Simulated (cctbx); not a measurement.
## Reading a Patterson map

Space group Amm2 (no. 38), a = 3.8630 Å, b = 19.8740 Å, c = 11.2960 Å, α = 90.00°, β = 90.00°, γ = 90.00°, content Er4 Mo6 Sr2 Ca4 S24.

The data are simulated with cctbx, not measured: Mo Kα, λ = 0.71073 Å, to d = 0.75 Å, 70 % of the full sphere, strongest reflection 70000 counts, noise from counting, a 4 % proportional error and a noise floor of 15 counts (s.d.); no absorption, some extinction.

Patterson synthesis, origin scaled to 1000:

```text
Patterson group A m m m
      u       v       w   height  length (A)
  0.000   0.000   0.000   1000.0     0.00
  0.000   0.216   0.500    281.7     7.09
  0.000   0.166   0.500    199.8     6.54
  0.500   0.019   0.306    144.1     3.98
  0.500   0.145   0.184    140.8     4.04
  0.500   0.192   0.195    140.7     4.80
  0.000   0.141   0.423    119.7     5.54
  0.500   0.000   0.156     75.5     2.62
  0.500   0.043   0.500     72.1     6.03
  0.500   0.078   0.090     68.3     2.67
  0.500   0.242   0.500     65.3     7.66
  0.500   0.000   0.385     61.9     4.76
  0.000   0.055   0.212     52.5     2.64
  0.000   0.027   0.359     51.7     4.09
```

Q: Assign the vectors.

A peak at u stands for all pairs with xi − xj = u, with weight Σ ZiZj against Σ Z² = 39712 at the origin. Peak heights follow these weights only roughly, since form factors, motion and series ripples differ, all vectors within 0.55 Å of a peak are counted as merged into it though the farther ones add only part of their weight, and F(000) is left out, which lowers the whole map:

| u | v | w | shortest length (Å) | height | 1000 ΣZiZj/ΣZ² | pairs in the cell |
| --- | --- | --- | --- | --- | --- | --- |
| 0.000 | 0.216 | 0.500 | 5.64 | 282 | 233 | 2 × Er–Er |
| 0.000 | 0.166 | 0.500 | 6.54 | 200 | 287 | 6 × Mo–Mo, 2 × Ca–Ca |
| 0.500 | 0.019 | 0.306 | 3.98 | 144 | 212 | 2 × Er–Mo, 2 × Mo–Ca, 4 × S–S |
| 0.500 | 0.145 | 0.184 | 4.04 | 141 | 241 | 2 × Er–Mo, 4 × Mo–Ca, 2 × S–S |
| 0.500 | 0.192 | 0.195 | 4.81 | 141 | 186 | 2 × Er–Mo, 2 × Mo–Ca |
| 0.000 | 0.141 | 0.423 | 5.54 | 120 | 130 | 2 × Er–Sr |
| 0.500 | 0.000 | 0.156 | 2.61 | 76 | 177 | 4 × Er–S, 4 × Mo–S |
| 0.500 | 0.043 | 0.500 | 6.03 | 72 | 142 | 4 × Er–S, 4 × Ca–S |
| 0.500 | 0.078 | 0.090 | 2.68 | 68 | 153 | 4 × Mo–S, 2 × Er–S, 2 × Sr–S |
| 0.500 | 0.242 | 0.500 | 5.48 | 65 | 110 | 4 × Er–S |

The table stops at ten peaks or at a height of 45, below which ripples compete. In the model behind the data Er, the heaviest element, has 1 independent site: (0, 0.3579, 0.3590), up to an allowed shift of origin; the Er–Er vectors are differences of these positions and their symmetry mates. The whole model:

```
atom  mult.    x       y       z  Ueq (Å²)
 Er1      4    0  0.3579  0.3590    0.0091
 Mo1      4  1/2  0.1641  0.1620    0.0136
 Mo2      2  1/2       0  0.6730    0.0124
 Sr1      2    0       0  0.2834    0.0126
 Ca1      4    0  0.3307  0.9981    0.0179
  S1      4  1/2  0.4006  0.8469    0.0176
  S2      4  1/2  0.2213  0.9649    0.0142
  S3      4  1/2  0.3742  0.1944    0.0174
  S4      4    0  0.2398  0.2355    0.0174
  S5      2    0       0  0.5262    0.0142
  S6      4    0  0.0910  0.0839    0.0146
  S7      2    0       0  0.8273    0.0180
```

The model is made up (kin elements in a known structure type, no relaxation), so it says nothing on whether the phase exists.

[Logs are printed without paths, hosts, clocks, repeated set-up lines and the standing remarks that a program may print on its own settings, such as how far it seeks lower states.]
